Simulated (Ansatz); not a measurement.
# YScBr2O2: complex band structure, part 2 of 3

A new crystal, YScBr2O2: structure, gap and complex bands. It is built by putting Sc for part of the Y in the YBrO structure of space group P4/nmm, with the volume rescaled by atomic radii. The parent structure comes from the Materials Project.

Ansatz 0.2.0; r2SCAN DFT, plane waves, PAW files (the session's first sound run).

So far. Step 2 (Relaxing the new crystal): The largest force component on a free atom ends at 0.0044 eV/Å.

The structure was built from a prototype and need not be the compound's stable phase.

### 3. Band edges

The energy window and the wavevectors of the next steps follow from the band edges, so these are searched first, off the mesh as well.

input.yaml

```yaml
crystal:
  lattice:
    - [3.7248483168, 0.0, 0.0]
    - [0.0, 3.7248483168, 0.0]
    - [0.0, 0.0, 8.5707995621]
  atoms:
    - { symbol: Sc, position: [0.0, 0.5, 0.1204920848] }
    - { symbol: "Y", position: [0.5, 0.0, 0.8692863365] }
    - { symbol: Br, position: [0.0, 0.5, 0.6775549417] }
    - { symbol: Br, position: [0.5, 0.0, 0.3178326638] }
    - { symbol: O, position: [0.0, 0.0, 0.0074169866] }
    - { symbol: O, position: [0.5, 0.5, 0.0074169866] }
kpoints:
  mp_grid: { grid: [6, 6, 4] }
  band_path: { path: [VBM, CBM], npoints: 30 }
scf:
  occupations: { method: fixed }
hamiltonian:
  xc: r2scan
output:
  eigenvalues: true
  write_potential: true
  write_density: true
  volumetric_format: npy
  elf: true
```

Run with:

```sh
$ ansatz run input.yaml --threads 2 --pin off --max-ram 4096MiB --backend cpu --events-out ev --progress --plain --runs-dir out
```

Numbers of over 12 decimals in the logs are rounded to 6 here.

The log of the run:

```text
[...]
Crystal: 6 atoms, lattice volume = 118.916 Å³
Basis set: ecut = 500 eV, 3031 PW (Γ), exchange–correlation on 120×120×256 points (64 copies of the dense FFT grid, shifted against one another)
Bands: 30, of which v1, the nominal top of the filled ones, is band 24 counted from 1 (23 counted from 0)
Symmetry: 8 space group operations
[...]
k-points: 30 of 144 (time reversal used)
[...]
SCF iter   1: F=—  HF=-12736.513457 eV  |F-HF|=—  |Δ(HF+E_count)|=         —  Δρ=1.06e-2  dr2=1.81e-1  dr2_τ=1.97e-1  ethr=1.77e-3  ⟨swp⟩=5.2  Hψ=3679  notcnv=0  defer=103
[...]
SCF iter   7: F=-12736.611622 eV  HF=-12736.611622 eV  |F-HF|=4.03e-9  |Δ(HF+E_count)|=   2.14e-7  Δρ=4.37e-6  dr2=3.27e-8  dr2_τ=2.06e-9  ethr=2.08e-10  ⟨swp⟩=10.4  Hψ=3320  notcnv=0
SCF 1 converged in 7 iterations: F = -12736.611622 eV  dr2 = 3.27e-8
[...]
NSCF: frozen V_eff on 40 k-points
[...]
SCF converged after 7 iterations
Free energy (F): -12736.611622 eV
[...]
Internal energy: -12736.611622 eV  (E = F + TS)
E sigma→0 (E₀):  -12736.611622 eV
Fermi energy:    5.706242 eV
[...]
--- Band table (eV; the first three rows and the last of 30) ---
  k-point 0: bands = [... 20 lower, 4.7821, 5.5268, 5.5702, 5.5702, 9.8866, 9.9099, 10.6815, 10.7229, ... 2 higher]
  k-point 1: bands = [... 20 lower, 4.8349, 5.2542, 5.5355, 5.5355, 9.8868, 9.9250, 10.7085, 10.7403, ... 2 higher]
  k-point 2: bands = [... 20 lower, 4.8905, 4.8905, 5.4961, 5.4961, 9.8869, 9.9409, 10.7355, 10.7584, ... 2 higher]
  k-point 29: bands = [... 20 lower, 4.2464, 4.2762, 4.5952, 5.2335, 9.6195, 10.4112, 10.4112, 10.7683, ... 2 higher]
```

It took 44 s on 2 threads of Arm Neoverse V2, shared host; peak memory 0.6 GiB.

In the SCF lines HF is the Harris–Foulkes energy and dr2 the Hartree energy of the density residual, in eV; the loop may stop once dr2 is under the threshold and the program's other checks hold. Hψ counts applications of the Hamiltonian.

Numbers from this step:

- Fermi energy: 5.706 eV
- gap on the k-mesh: 3.761 eV
- gap on path: 3.748 eV, by band count; negative where bands overlap
- direct gap on path: 4.255 eV
- edge places on path: 0, 0.7463 1/A along the path

The electronic bands at the labelled points (eV, zero at the Fermi level (highest filled level under fixed occupations); v1 is the highest filled band, c1 the lowest empty one):

```tsv
point	v4	v3	v2	v1	c1	c2	c3	c4
VBM	-1.23	-0.97	-0.63	0.00	4.29	4.44	4.92	5.44
halfway	-1.56	-1.28	-0.77	-0.58	4.01	4.64	5.00	5.39
CBM	-1.40	-1.40	-1.14	-0.51	3.75	4.73	4.87	5.00
```

ELF in the ac plane at fractional y = 0.000, with atoms of Y and Br and O within 0.2 Å of it. It is the smooth field of the valence electrons, not physical close to the nuclei.

Values, 24 rows by 14 columns, each cell a mean:
```
0.66 0.77 0.80 0.46 0.21 0.42 0.69 0.75 0.63 0.33 0.21 0.60 0.81 0.74
0.79 0.75 0.53 0.24 0.49 0.79 0.84 0.83 0.84 0.74 0.40 0.28 0.60 0.77
0.52 0.39 0.18 0.32 0.74 0.83 0.64 0.51 0.72 0.84 0.67 0.21 0.22 0.44
0.13 0.09 0.07 0.40 0.79 0.84 0.68 0.55 0.74 0.86 0.75 0.25 0.06 0.10
0.04 0.03 0.04 0.25 0.65 0.83 0.84 0.83 0.85 0.81 0.58 0.14 0.03 0.04
0.05 0.05 0.04 0.06 0.21 0.47 0.62 0.65 0.59 0.40 0.16 0.04 0.04 0.05
0.06 0.06 0.05 0.03 0.03 0.07 0.12 0.14 0.11 0.06 0.03 0.04 0.05 0.06
0.06 0.05 0.05 0.04 0.02 0.01 0.01 0.01 0.01 0.02 0.03 0.04 0.05 0.05
0.04 0.04 0.03 0.03 0.02 0.01 0.01 0.01 0.01 0.01 0.02 0.03 0.04 0.04
0.02 0.02 0.02 0.02 0.01 0.01 0.01 0.01 0.01 0.01 0.01 0.02 0.02 0.02
0.01 0.01 0.01 0.01 0.02 0.04 0.07 0.09 0.06 0.03 0.02 0.01 0.01 0.01
0.01 0.01 0.02 0.07 0.19 0.35 0.48 0.51 0.45 0.31 0.16 0.05 0.02 0.01
0.01 0.03 0.13 0.39 0.60 0.74 0.80 0.82 0.79 0.71 0.56 0.30 0.10 0.02
0.02 0.10 0.38 0.69 0.81 0.87 0.90 0.90 0.89 0.86 0.80 0.61 0.30 0.07
0.04 0.19 0.56 0.80 0.87 0.84 0.69 0.61 0.74 0.87 0.86 0.75 0.47 0.12
0.06 0.25 0.64 0.84 0.85 0.51 0.09 0.04 0.17 0.64 0.86 0.80 0.55 0.17
0.07 0.27 0.65 0.84 0.84 0.47 0.05 0.02 0.13 0.60 0.85 0.81 0.57 0.19
0.07 0.23 0.59 0.81 0.86 0.77 0.49 0.39 0.57 0.82 0.86 0.76 0.50 0.17
0.05 0.12 0.35 0.65 0.79 0.84 0.85 0.84 0.85 0.83 0.77 0.57 0.28 0.09
0.08 0.07 0.09 0.22 0.42 0.61 0.70 0.71 0.68 0.57 0.38 0.16 0.08 0.08
0.46 0.38 0.23 0.10 0.09 0.16 0.25 0.27 0.22 0.13 0.08 0.13 0.27 0.41
0.78 0.75 0.64 0.37 0.14 0.05 0.04 0.04 0.04 0.06 0.18 0.47 0.67 0.76
0.68 0.76 0.80 0.65 0.32 0.07 0.02 0.02 0.03 0.11 0.40 0.73 0.80 0.74
0.32 0.62 0.81 0.69 0.29 0.07 0.10 0.12 0.08 0.09 0.39 0.78 0.79 0.54
```
Columns run along a (3.7 Å), rows up along c (8.6 Å). Atoms in or near the plane, at fractional coordinates: Y at (0.50, 0.87), Br at (0.50, 0.32), O at (0.00, 0.01).

Valence density in the ac plane at fractional y = 0.000, with atoms of Y and Br and O within 0.2 Å of it. It is the smooth field of the valence electrons, not physical close to the nuclei.

Ten steps, logarithmic in the rise over the least value, from '_' (0.0 e/Å³) to '@' (7.2 e/Å³), each cell a mean:
```
@@%%**======++**++====++##%%
**++++==++##%%%%##**++==++**
------==**%%%%%%%%##**------
....::==**%%%%%%%%##**--::..
......--++**######**==::....
........::--==++==--::......
............................
....______________________..
____________________________
____________________________
____________________________
____________......__________
______....::----::::..______
____..::--==++++====--::..__
__..::--==++******++==--....
....::==++++==--++**++--::..
....::==++++==--++**++==::..
....::==++++++++++++++--::..
....::--====++++++==--::....
........::--------::::......
--::::..................::--
**++==::....______..::--==++
%%%%**==::....__....::++##%%
@@@@##++--::::::::::--++%%@@
```
Columns run along a (3.7 Å), rows up along c (8.6 Å). Atoms in or near the plane, at fractional coordinates: Y at (0.50, 0.87), Br at (0.50, 0.32), O at (0.00, 0.01).

Electrostatic potential energy in the ac plane at fractional y = 0.000, with atoms of Y and Br and O within 0.2 Å of it. With pseudopotentials it is smooth inside the atoms' cores, unlike the true potential.

Ten even steps from '_' (-56 eV) to '@' (13 eV), each cell a mean:
```
--==**%%%%**++==++##%%%%**--
##%%%%##++--......--**%%%%##
@@@@%%##==..______::==##%%@@
@@@@%%##==..______::++##%%@@
@@@@%%%%**--::..::==**%%%%@@
@@@@@@%%%%##******##%%%%@@@@
@@@@@@@@@@%%%%%%%%%%@@@@@@@@
@@@@@@@@@@@@@@@@@@@@@@@@@@@@
@@@@@@@@@@@@@@@@@@@@@@@@@@@@
@@@@@@@@@@@@@@@@@@@@@@@@@@@@
@@@@@@@@@@@@@@@@@@@@@@@@@@@@
@@@@@@@@@@@@@@@@@@@@@@@@@@@@
@@@@@@@@@@@@@@@@@@@@@@@@@@@@
@@@@@@@@@@%%####%%%%@@@@@@@@
@@@@@@@@##==....::++%%@@@@@@
@@@@@@%%++________..**@@@@@@
@@@@@@%%++________..**@@@@@@
@@@@@@@@##--____..==##@@@@@@
@@@@@@@@@@%%****##%%@@@@@@@@
@@@@@@@@@@@@@@@@@@@@@@@@@@@@
@@@@@@@@@@@@@@@@@@@@@@@@@@@@
##%%@@@@@@@@@@@@@@@@@@@@@@%%
--==##@@@@@@@@@@@@@@@@@@**==
__::++@@@@%%%%%%%%%%@@%%==::
```
Columns run along a (3.7 Å; values clipped at the 3rd and 97th percentile), rows up along c (8.6 Å). Atoms in or near the plane, at fractional coordinates: Y at (0.50, 0.87), Br at (0.50, 0.32), O at (0.00, 0.01).

The searched edges give 3.75 eV, against 3.76 eV on the mesh.

### 4. Complex bands, plane (100), k-mesh 6×4×6

This step: r2SCAN DFT, plane waves, PAW files; complex bands by layer matching along the plane's normal (Ansatz 0.2.0).

The same crystal is laid in a cell whose first two vectors span the (100) plane (indices of the standard conventional cell, whose axes can be ordered otherwise than in the bulk input). At fixed energy and wavevector in the plane the solver finds all kz, real and complex. A few wavevectors are listed, (0, 0) and (-0.3854, 0) in units of the plane's reciprocal vectors; the slowest state needn't be among them.

input.yaml

```yaml
crystal:
  lattice:
    - [3.724848317, 0.0, 0.0]
    - [0.0, 8.570799562, 0.0]
    - [0.0, 0.0, 3.724848317]
  atoms:
    - { symbol: Sc, position: [0.5, 0.1204920848, 0.0] }
    - { symbol: "Y", position: [0.0, 0.8692863365, 0.5] }
    - { symbol: Br, position: [0.5, 0.6775549417, 0.0] }
    - { symbol: Br, position: [0.0, 0.3178326638, 0.5] }
    - { symbol: O, position: [0.0, 0.0074169866, 0.0] }
    - { symbol: O, position: [0.5, 0.0074169866, 0.5] }
kpoints:
  mp_grid: { grid: [6, 4, 6] }
scf:
  occupations: { method: fixed }
hamiltonian:
  xc: r2scan
output:
  eigenvalues: true
  transmission:
    leads: [[0, 0]]
    kpoints: [[0.0, 0.0], [-0.3854, 0.0]]
    e_range: [-1.0, 4.75]
    de: 0.1
```

The log of the run:

```text
[...]
Crystal: 6 atoms, lattice volume = 118.916 Å³
Basis set: ecut = 500 eV, 3031 PW (Γ), exchange–correlation on 120×256×120 points (64 copies of the dense FFT grid, shifted against one another)
Bands: 30, of which v1, the nominal top of the filled ones, is band 24 counted from 1 (23 counted from 0)
Symmetry: 8 space group operations
[...]
k-points: 30 of 144 (time reversal used)
[...]
SCF iter   1: F=—  HF=-12736.513443 eV  |F-HF|=—  |Δ(HF+E_count)|=         —  Δρ=1.06e-2  dr2=1.81e-1  dr2_τ=1.97e-1  ethr=1.77e-3  ⟨swp⟩=5.2  Hψ=3677  notcnv=0  defer=101
[...]
SCF iter   7: F=-12736.611622 eV  HF=-12736.611622 eV  |F-HF|=4.04e-9  |Δ(HF+E_count)|=   2.14e-7  Δρ=4.37e-6  dr2=3.26e-8  dr2_τ=2.05e-9  ethr=2.08e-10  ⟨swp⟩=10.5  Hψ=3322  notcnv=0
SCF 1 converged in 7 iterations: F = -12736.611622 eV  dr2 = 3.26e-8
[...]
transmission: 7 of 14 steps passed
transmission: 14 of 14 steps passed
SCF converged after 7 iterations
Free energy (F): -12736.611622 eV
[...]
Internal energy: -12736.611622 eV  (E = F + TS)
E sigma→0 (E₀):  -12736.611622 eV
Fermi energy:    5.706242 eV
[...]
--- Band table (eV; the first three rows and the last of 30) ---
  k-point 0: bands = [... 20 lower, 4.7821, 5.5268, 5.5702, 5.5702, 9.8866, 9.9099, 10.6815, 10.7229, ... 2 higher]
  k-point 1: bands = [... 20 lower, 4.7364, 4.8468, 5.4195, 5.5962, 10.0861, 10.0902, 10.9533, 11.1192, ... 2 higher]
  k-point 2: bands = [... 20 lower, 4.6149, 4.7247, 5.1224, 5.6653, 10.0576, 10.3970, 10.4418, 11.3400, ... 2 higher]
  k-point 29: bands = [... 20 lower, 4.2464, 4.2762, 4.5952, 5.2335, 9.6195, 10.4112, 10.4112, 10.7683, ... 2 higher]
--- Transmission ---
  basis      : 331 plane waves across, 7 finite elements along
  points     : 2, as listed
  energies   : 58 from -1.000000 to 4.700000 eV about the Fermi level, 0.100000 eV apart; the leads are filled to 1.880532 eV, and channels, transmission and decay are at 1.900000 eV
  crystal 0  : Sc1Br2O2Y1, at the sites [0, 0], period 3.7248 Å: whole cells are its period
    offset         : up to 0.0000 Å between an atom of the period and one for which it stands
    channels       : 0.000000e0 a spin
    conductance    : none, the energies end too early or step too widely for 300 K: set another output.transmission.e_range or a lower de, or, where they end at an eighth of basis.ecutwfc, a higher one
    slowest decay  : 0.3058 /Å at (0.0000, 0.0000)
```

It took 97 s on 2 threads; peak memory 1.3 GiB; 2.8 min of CPU time.

Numbers from this step:

| Property | Result |
| --- | --- |
| level to which the leads are filled | 1.881 eV from the Fermi level |
| decay constant at the filling level, zone centre | 0.3058 Å⁻¹ |
| decay constant at the filling level, slowest listed point | 0.3058 Å⁻¹ |

K parallel (0, 0); values up to 1.5 1/Å, a degenerate pair printed once or twice; energies at which all values exceed this have no row. Table of Im kz of the slowest decaying states by energy, zero at the highest filled level on the SCF mesh:

```tsv
energy (eV)	decay 1 (Å⁻¹)	decay 2 (Å⁻¹)	decay 3 (Å⁻¹)	decay 4 (Å⁻¹)
-1.00	0.123	0.181	0.188	0.682
-0.80	0.118	0.232	0.280	0.501
-0.50	0.201	0.321	0.479	0.613
-0.30	0.234	0.365	0.413	0.634
-0.10	0.0557	0.253	0.354	0.398
0.00	0.0991	0.106	0.270	0.386
0.10	0.137	0.279	0.425	0.427
0.40	0.198	0.301	0.455	0.469
0.60	0.225	0.312	0.470	0.487
0.80	0.246	0.322	0.482	0.500
1.10	0.271	0.332	0.495	0.513
1.30	0.283	0.336	0.500	0.519
1.50	0.293	0.340	0.503	0.522
1.70	0.300	0.341	0.504	0.523
2.00	0.308	0.341	0.502	0.520
2.20	0.311	0.340	0.497	0.515
2.40	0.312	0.337	0.491	0.507
2.60	0.311	0.333	0.483	0.497
2.90	0.306	0.324	0.466	0.475
3.10	0.299	0.317	0.451	0.455
3.30	0.288	0.308	0.429	0.433
3.60	0.263	0.293	0.374	0.399
3.80	0.235	0.280	0.319	0.369
4.00	0.186	0.233	0.265	0.328
4.20	0.0287	0.245	0.254	0.357
4.50	0.172	0.205	0.312	0.327
4.70	0.164	0.254	0.271	0.325
```

K parallel (-0.3854, 0); values up to 1.5 1/Å, a degenerate pair printed once or twice; energies at which all values exceed this have no row. Table of Im kz of the slowest decaying states by energy, zero at the highest filled level on the SCF mesh:

```tsv
energy (eV)	decay 1 (Å⁻¹)	decay 2 (Å⁻¹)	decay 3 (Å⁻¹)	decay 4 (Å⁻¹)
-1.00	0.0905	0.398	0.474	0.474
-0.80	0.146	0.252	0.357	0.413
-0.50	0.0829	0.230	0.408	0.481
-0.30	0.263	0.305	0.459	0.547
-0.10	0.290	0.358	0.492	0.580
0.00	0.0504	0.301	0.377	0.504
0.10	0.114	0.311	0.394	0.513
0.40	0.201	0.335	0.432	0.533
0.60	0.236	0.349	0.451	0.541
0.80	0.263	0.359	0.467	0.545
1.10	0.293	0.372	0.486	0.548
1.30	0.308	0.379	0.495	0.547
1.50	0.320	0.384	0.502	0.544
1.70	0.330	0.388	0.506	0.539
2.00	0.340	0.392	0.508	0.529
2.20	0.345	0.393	0.507	0.520
2.40	0.348	0.393	0.503	0.508
2.60	0.349	0.393	0.492	0.498
2.90	0.347	0.389	0.460	0.485
3.10	0.343	0.386	0.429	0.474
3.30	0.338	0.381	0.387	0.461
3.60	0.278	0.324	0.372	0.436
3.80	0.236	0.311	0.364	0.414
4.00	0.293	0.293	0.354	0.388
4.20	0.265	0.287	0.345	0.357
4.50	0.151	0.192	0.219	0.292
4.70	0.0902	0.172	0.224	0.307
```

At the listed wavevectors the last open channel is at -0.10 eV and the next at +3.80 eV on the grid. At +1.90 eV, the grid energy nearest the filling level (the middle of the gap on the SCF mesh), the slowest state at the listed wavevectors decays with κ = 0.306 Å⁻¹, its amplitude falling by e over 3.3 Å. Through 1 nm of this crystal that state's transmission falls by exp(−2 × 0.306 Å⁻¹ × 10 Å) = 0.0022.

(Continued in part 3 of 3.)

[Logs are printed without paths, hosts, clocks, repeated set-up lines and the standing remarks that a program may print on its own settings, such as how far it seeks lower states.]

[Hosts, paths, dates, database ids (printed as entryN), source tags and the programs' standing remarks are cut or masked in the printed files.]

[New means built here by substitution; the compound itself may be known and measured.]
